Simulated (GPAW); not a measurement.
## ZnCu: optical spectrum from first principles

Aim: the dielectric function of ZnCu, and the optical constants that follow from it.

Main program and level: GPAW 26.7.0; DFT, PBE, plane-wave PAW (GPAW data sets), scalar-relativistic, RPA, optical limit.

## Step 1: The starting structure

Symmetry: Pm-3m, No. 221, cubic system. Conventional cell: a = 2.945 Å, b = 2.945 Å, c = 2.945 Å, α = 90.00°, β = 90.00°, γ = 90.00°. Nearest to Zn lie 8 Cu at 2.55 Å. Nearest to Cu lie 8 Zn at 2.55 Å. Farther neighbours are not listed.

Structure file:

```cif
data_structure
_symmetry_space_group_name_H-M 'Pm-3m'
_symmetry_Int_Tables_number 221
_cell_length_a 2.9450
_cell_length_b 2.9450
_cell_length_c 2.9450
_cell_angle_alpha 90.000
_cell_angle_beta 90.000
_cell_angle_gamma 90.000
_cell_volume 25.54
loop_
_atom_site_label
_atom_site_type_symbol
_atom_site_symmetry_multiplicity
_atom_site_Wyckoff_symbol
_atom_site_fract_x
_atom_site_fract_y
_atom_site_fract_z
_atom_site_occupancy
Zn1 Zn 1 b 0.50000 0.50000 0.50000 1
Cu1 Cu 1 a 0.00000 0.00000 0.00000 1
```

## Step 2: Ground state

The self-consistent density comes first; it also tells whether there is a gap, which decides the occupations and the need for a Drude term.

This step: DFT, PBE, plane-wave PAW (GPAW data sets), scalar-relativistic, ground state (GPAW 26.7.0).

Input file gs.py:

```python
from ase import Atoms
from ase.dft.bandgap import bandgap
from gpaw import GPAW, PW, FermiDirac

atoms = Atoms(['Zn', 'Cu'],
              cell=[[2.945000000000, 0.000000000000, 0.000000000000],
                    [0.000000000000, 2.945000000000, 0.000000000000],
                    [0.000000000000, 0.000000000000, 2.945000000000]],
              scaled_positions=[[0.500000000000, 0.500000000000, 0.500000000000],
                                [0.000000000000, 0.000000000000, 0.000000000000]],
              pbc=[True, True, True])
atoms.calc = GPAW(mode=PW(500), xc='PBE', kpts={'size': (8, 8, 8), 'gamma': True},
                  occupations=FermiDirac(0.05), maxiter=150, txt='gs.txt')
print('energy (eV)', atoms.get_potential_energy())
print('Fermi level (eV)', atoms.calc.get_fermi_level())
print('valence electrons', atoms.calc.get_number_of_electrons())
print('gap (eV)', bandgap(atoms.calc, output=None)[0])
print('direct gap (eV)', bandgap(atoms.calc, direct=True, output=None)[0])
atoms.calc.write('gs.gpw')
```

The run is started by

```console
$ OMP_NUM_THREADS=1 python gs.py
```

Numbers of over 12 decimals in the logs are rounded to 6 here.

Output:

```text
__  _  _
 | _ |_)|_||  |
 |__||  | ||/\| - 26.7.0

Versions:
  Python: 3.12.14
  ASE:    3.29.0
  Numpy:  2.5.5
  Scipy:  1.18.1
  Libxc:  7.0.0

Input parameters:
  mode=PW(ecut=500.0),
  kpts=MonkhorstPack(size=(8, 8, 8), gamma=True),
  maxiter=150,
  occupations=Occupations(name='fermi-dirac', width=0.05, fixmagmom=False),
  xc=XC(name='PBE')

Diagonalizing LCAO Hamiltonian
Converting LCAO to pw mode
   .------.
  /|      |
 * |      |
 | | Zn   |
 | .------.
 |/      /
 Cu-----*

Atoms  # Å, Bohr magnetons
|   | symbol |        x |        y |        z |    initial magnetic moments |
| 0 |     Zn | 1.472500 | 1.472500 | 1.472500 | ( 0.0000,  0.0000,  0.0000) |
| 1 |     Cu | 0.000000 | 0.000000 | 0.000000 | ( 0.0000,  0.0000,  0.0000) |

Unit cell  # Å
| periodic |        x |        y |        z |  lengths |    angles |
|      yes | 2.945000 | 0.000000 | 0.000000 | 2.945000 | 90.000000 |
|      yes | 0.000000 | 2.945000 | 0.000000 | 2.945000 | 90.000000 |
|      yes | 0.000000 | 0.000000 | 2.945000 | 2.945000 | 90.000000 |

Number of symmetries: 48
Symmetry operations  # r_c * U_cc + t_c -> r_c
|    | kind |            matrix            |
|  0 |  E   |  1, 0, 0,  0, 1, 0,  0, 0, 1 |
|  1 |  σ   |  1, 0, 0,  0, 1, 0,  0, 0,-1 |
|  2 |  σ   |  1, 0, 0,  0, 0, 1,  0, 1, 0 |
|  3 |  C4  |  1, 0, 0,  0, 0, 1,  0,-1, 0 |
|  4 |  C4  |  1, 0, 0,  0, 0,-1,  0, 1, 0 |
|  5 |  σ   |  1, 0, 0,  0, 0,-1,  0,-1, 0 |
|  6 |  σ   |  1, 0, 0,  0,-1, 0,  0, 0, 1 |
|  7 |  C2  |  1, 0, 0,  0,-1, 0,  0, 0,-1 |
|  8 |  σ   |  0, 1, 0,  1, 0, 0,  0, 0, 1 |
|  9 |  C2  |  0, 1, 0,  1, 0, 0,  0, 0,-1 |
| 10 |  C3  |  0, 1, 0,  0, 0, 1,  1, 0, 0 |
| 11 |  S6  |  0, 1, 0,  0, 0, 1, -1, 0, 0 |
| 12 |  S6  |  0, 1, 0,  0, 0,-1,  1, 0, 0 |
| 13 |  C3  |  0, 1, 0,  0, 0,-1, -1, 0, 0 |
| 14 |  C4  |  0, 1, 0, -1, 0, 0,  0, 0, 1 |
| 15 |  S4  |  0, 1, 0, -1, 0, 0,  0, 0,-1 |
| 16 |  C3  |  0, 0, 1,  1, 0, 0,  0, 1, 0 |
| 17 |  S6  |  0, 0, 1,  1, 0, 0,  0,-1, 0 |
| 18 |  σ   |  0, 0, 1,  0, 1, 0,  1, 0, 0 |
| 19 |  C4  |  0, 0, 1,  0, 1, 0, -1, 0, 0 |
| 20 |  C2  |  0, 0, 1,  0,-1, 0,  1, 0, 0 |
| 21 |  S4  |  0, 0, 1,  0,-1, 0, -1, 0, 0 |
| 22 |  S6  |  0, 0, 1, -1, 0, 0,  0, 1, 0 |
| 23 |  C3  |  0, 0, 1, -1, 0, 0,  0,-1, 0 |
| 24 |  S6  |  0, 0,-1,  1, 0, 0,  0, 1, 0 |
| 25 |  C3  |  0, 0,-1,  1, 0, 0,  0,-1, 0 |
| 26 |  C4  |  0, 0,-1,  0, 1, 0,  1, 0, 0 |
| 27 |  σ   |  0, 0,-1,  0, 1, 0, -1, 0, 0 |
| 28 |  S4  |  0, 0,-1,  0,-1, 0,  1, 0, 0 |
| 29 |  C2  |  0, 0,-1,  0,-1, 0, -1, 0, 0 |
| 30 |  C3  |  0, 0,-1, -1, 0, 0,  0, 1, 0 |
| 31 |  S6  |  0, 0,-1, -1, 0, 0,  0,-1, 0 |
| 32 |  C4  |  0,-1, 0,  1, 0, 0,  0, 0, 1 |
| 33 |  S4  |  0,-1, 0,  1, 0, 0,  0, 0,-1 |
| 34 |  S6  |  0,-1, 0,  0, 0, 1,  1, 0, 0 |
| 35 |  C3  |  0,-1, 0,  0, 0, 1, -1, 0, 0 |
| 36 |  C3  |  0,-1, 0,  0, 0,-1,  1, 0, 0 |
| 37 |  S6  |  0,-1, 0,  0, 0,-1, -1, 0, 0 |
| 38 |  σ   |  0,-1, 0, -1, 0, 0,  0, 0, 1 |
| 39 |  C2  |  0,-1, 0, -1, 0, 0,  0, 0,-1 |
| 40 |  σ   | -1, 0, 0,  0, 1, 0,  0, 0, 1 |
| 41 |  C2  | -1, 0, 0,  0, 1, 0,  0, 0,-1 |
| 42 |  C2  | -1, 0, 0,  0, 0, 1,  0, 1, 0 |
| 43 |  S4  | -1, 0, 0,  0, 0, 1,  0,-1, 0 |
| 44 |  S4  | -1, 0, 0,  0, 0,-1,  0, 1, 0 |
| 45 |  C2  | -1, 0, 0,  0, 0,-1,  0,-1, 0 |
| 46 |  C2  | -1, 0, 0,  0,-1, 0,  0, 0, 1 |
| 47 |  i   | -1, 0, 0,  0,-1, 0,  0, 0,-1 |

BZ-sampling:
  Number of BZ points: 512
  Number of IBZ points: 35

  Monkhorst-Pack size: [8, 8, 8]
  Monkhorst-Pack shift: [0.0625, 0.0625, 0.0625]

K-points  # in reciprocal-cell coordinates
|     |                                coordinates |     weight |
|   0 | (  0.00000000,   0.00000000,   0.00000000) | 0.00195312 |
|   1 | (  0.12500000,   0.00000000,   0.00000000) | 0.01171875 |
|   2 | (  0.12500000,   0.12500000,   0.00000000) | 0.02343750 |
|   3 | (  0.12500000,   0.12500000,   0.12500000) | 0.01562500 |
|   4 | (  0.25000000,   0.00000000,   0.00000000) | 0.01171875 |
|   5 | (  0.25000000,   0.12500000,   0.00000000) | 0.04687500 |
|   6 | (  0.25000000,   0.12500000,   0.12500000) | 0.04687500 |
|   7 | (  0.25000000,   0.25000000,   0.00000000) | 0.02343750 |
|   8 | (  0.25000000,   0.25000000,   0.12500000) | 0.04687500 |
|   9 | (  0.25000000,   0.25000000,   0.25000000) | 0.01562500 |
| ... |                                            |            |
|  34 | (  0.50000000,   0.50000000,   0.50000000) | 0.00195312 |

Plane wave coefficients: 672
Cutoff: 500.0 eV

Spin-components: 1 (collinear spins)
Bands:           18
Projectors:      12
Spin-degeneracy: 2
Datatype:        complex128

Parallelization:
  kpt:    1
  domain: 1
  band:   1

Density:
  Valence electrons: 23.0
  Components: 1
  Grid points: [16 16 16]
  Charge: 0.0  # |e|

Potential:
  Grid points: [16 16 16]

species:
  Zn:
    name:    Zinc
    id:
    Z:       30.0
    valence: 12
    core:    18
    charge:  0.0  # [|e|]
    compensation charges:
      type: gauss
      rc: 0.37  # [Å]
      lmax: 2
    cutoffs:
      filter: 2.14  # [Å]
      core: 2.28  # [Å]
    projectors
    | kind |    occ | energy [eV] | rcut [Å] |
    |   4s |  2.000 |      -5.977 |    1.286 |
    |   4p |  0.000 |      -1.117 |    1.270 |
    |   3d | 10.000 |     -10.142 |    1.180 |
    |    s |        |      21.234 |    1.286 |
    |    p |        |      26.095 |    1.270 |
    |    d |        |      17.070 |    1.180 |

    Using partial waves for Zn as LCAO basis

  Cu:
    name:    Copper
    id:
    Z:       29.0
    valence: 11
    core:    18
    charge:  0.0  # [|e|]
    compensation charges:
      type: gauss
      rc: 0.33  # [Å]
      lmax: 2
    cutoffs:
      filter: 2.06  # [Å]
      core: 2.43  # [Å]
    projectors
    | kind |    occ | energy [eV] | rcut [Å] |
    |   4s |  1.000 |      -4.609 |    1.164 |
    |   4p |  0.000 |      -0.698 |    1.164 |
    |   3d | 10.000 |      -5.039 |    1.058 |
    |    s |        |      22.603 |    1.164 |
    |    p |        |      26.513 |    1.164 |
    |    d |        |      22.172 |    1.058 |

    Using partial waves for Cu as LCAO basis

Reference energy: -93882.778494  # eV

eigensolver:
  PPCG
  Converge bands: occupied
  niter=2

density mixing:
  MSR1-Mixer
  Pratt-step length: 0.05
  Maximum mixing coefficient: 0.75
  Old densities: 10
  SVD Regularization: 0.005
  Good broyden scale: 1.0
  Trust region scale: 1.0
  Backstep threshold: 4.0
  History deletion threshold: 6.0
  Fourier metric: weight=20.0, sigma=0.015

occupation numbers:
  Fermi-Dirac:
    width: 0.0500  # eV

poisson solver:
  ecut: 4000.0  # eV

xc functional:
  name: PBE with 2 nearest neighbor stencil

convergence criteria:
- Maximum [total energy] change in last 3 cyles: 0.0005 eV / valence electron
- Maximum integral of absolute [dens]ity change: 0.0001 electrons / valence electron
- Maximum integral of absolute [eigenst]ate change: 4e-08 eV^2 / valence electron
maximum number of iterations: 150

SCF iterations
|iter     |      energy | eigst |  dens |
|iter:   1||   -6.157453 | +0.32 |       |
|iter:   2||   -5.642625 | -2.13 | -1.06 |
|iter:   3||   -5.087235 | -1.62 | -1.17 |
|iter:   4||   -5.058245 | -2.55 | -1.61 |
|iter:   5||   -5.052316 | -3.39 | -1.86 |
|iter:   6||   -5.052175c| -3.63 | -2.28 |
|iter:   7||   -5.052198c| -5.62 | -3.44 |
|iter:   8||   -5.052223c| -5.65 | -3.75 |
|iter:   9||   -5.052225c| -7.10 | -4.40c|
|iter:  10||   -5.052224c| -7.52c| -4.58c|

Converged in 10 steps
SCF loop duration: 5.649 s (0.565 s/step)
Energy contributions relative to reference atoms: (reference = -93882.778494)

Energy contributions:
  Kinetic:         -12.427048
  Coulomb:          11.764105
  Zero:              0.038482
  External:          0.000000
  Xc:               -4.425382
  Entropy:          -0.004762
  Spinorbit:         0.000000
  ----------------------------
  Free energy:      -5.054605
  Extrapolated:     -5.052224

dipole moment: (-6.408468, -6.408468, -6.408468)  # |e|*Ang

Fermi level: 7.640
Eigenvalues  # (at kpt = [0.000, 0.000, 0.000])
| band index |      eig [eV] | occ [0-2] |
|          0 |        -2.471 |     2.000 |
|        ... |               |           |
|          3 |         0.758 |     2.000 |
|          4 |         0.758 |     2.000 |
|          5 |         0.758 |     2.000 |
|          6 |         4.310 |     2.000 |
|          7 |         4.310 |     2.000 |
|          8 |         5.163 |     2.000 |
|          9 |         5.163 |     2.000 |
|         10 |         5.163 |     2.000 |
|         11 |        14.090 |     0.000 |
|         12 |        14.090 |     0.000 |
|         13 |        14.090 |     0.000 |
|         14 |        19.101 |     0.000 |
|         15 |        19.101 |     0.000 |
|         16 |        20.158 |     0.000 |
|         17 |        32.468 |     0.000 |

No gap
No difference between direct/indirect transitions

--- standard output ---
energy (eV) -5.052224
Fermi level (eV) 7.640214
valence electrons 23.0
gap (eV) 0.0
direct gap (eV) 0.0
```

It took 7.2 s on 1 thread of Arm Neoverse V2, shared host; peak memory 0.13 GiB.

This step gave:

| Property | Result |
| --- | --- |
| energy | -5.052 eV |
| Fermi energy | 7.640 eV |
| electrons | 23 |

There are states at the Fermi level within the smearing, so the occupations stay smeared and the carriers get a Drude term.

## Step 3: Bands for the response

At the fixed density, many empty bands are solved on the mesh of the response, since the spectrum sums over them.

This step: DFT, PBE, plane-wave PAW (GPAW data sets), scalar-relativistic, bands at fixed density (GPAW 26.7.0).

Input file nscf.py:

```python
from ase.dft.bandgap import bandgap
from gpaw import GPAW, FermiDirac

calc = GPAW('gs.gpw').fixed_density(kpts={'size': (15, 15, 15), 'gamma': True}, nbands=33, convergence={'bands': 27},
                                    occupations=FermiDirac(0.05), txt='nscf.txt')
print('gap (eV)', bandgap(calc, output=None)[0])
print('direct gap (eV)', bandgap(calc, direct=True, output=None)[0])
print('top band over the Fermi level (eV)', min(calc.get_eigenvalues(kpt=k)[26] for k in range(len(calc.get_ibz_k_points()))) - calc.get_fermi_level())
calc.write('full.gpw', mode='all')
```

The run is started by

```console
$ OMP_NUM_THREADS=1 python nscf.py
```

Output:

```text
Diagonalizing LCAO Hamiltonian
Converting LCAO to pw mode
convergence criteria:
- Maximum integral of absolute [eigenst]ate change: 4e-08 eV^2 / valence electron
maximum number of iterations: 150

SCF iterations
|iter     |      energy | eigst |  dens |
|iter:   1||             | +2.78 |       |
|iter:   2||             | +1.14 |       |
|iter:   3||             | +0.04 |       |
|iter:   4||             | -1.70 |       |
|iter:   5||             | -2.78 |       |
|iter:   6||             | -4.03 |       |
|iter:   7||             | -4.65 |       |
|iter:   8||             | -5.11 |       |
|iter:   9||             | -5.72 |       |
|iter:  10||             | -6.40 |       |
|iter:  11||             | -7.06 |       |
|iter:  12||             | -7.70c|       |
SCF steps: 12
  __  _  _
 | _ |_)|_||  |
 |__||  | ||/\| - 26.7.0

Versions:
  Python: 3.12.14
  ASE:    3.29.0
  Numpy:  2.5.5
  Scipy:  1.18.1
  Libxc:  7.0.0

Input parameters:
  mode=PW(ecut=500.0),
  convergence={'bands': 27},
  gpts=array([16, 16, 16]),
  kpts=MonkhorstPack(size=(15, 15, 15), gamma=True),
  maxiter=150,
  nbands=33,
  occupations=Occupations(name='fermi-dirac', width=0.05, fixmagmom=False),
  parallel={},
  xc=XC(name='PBE')

--- standard output ---
gap (eV) 0.0
direct gap (eV) 0.0
top band over the Fermi level (eV) 26.714695
```

Wall time 37 s (1 thread); peak memory 0.2 GiB.

(Part 1 of 2 ends here.)

[Machine, clock and banner lines and Python warnings are left out of the logs.]

[Logs are printed without paths, hosts, clocks, repeated set-up lines and the standing remarks that a program may print on its own settings, such as how far it seeks lower states.]

[Hosts, paths, dates, database ids (printed as entryN), source tags and the programs' standing remarks are cut or masked in the printed files.]
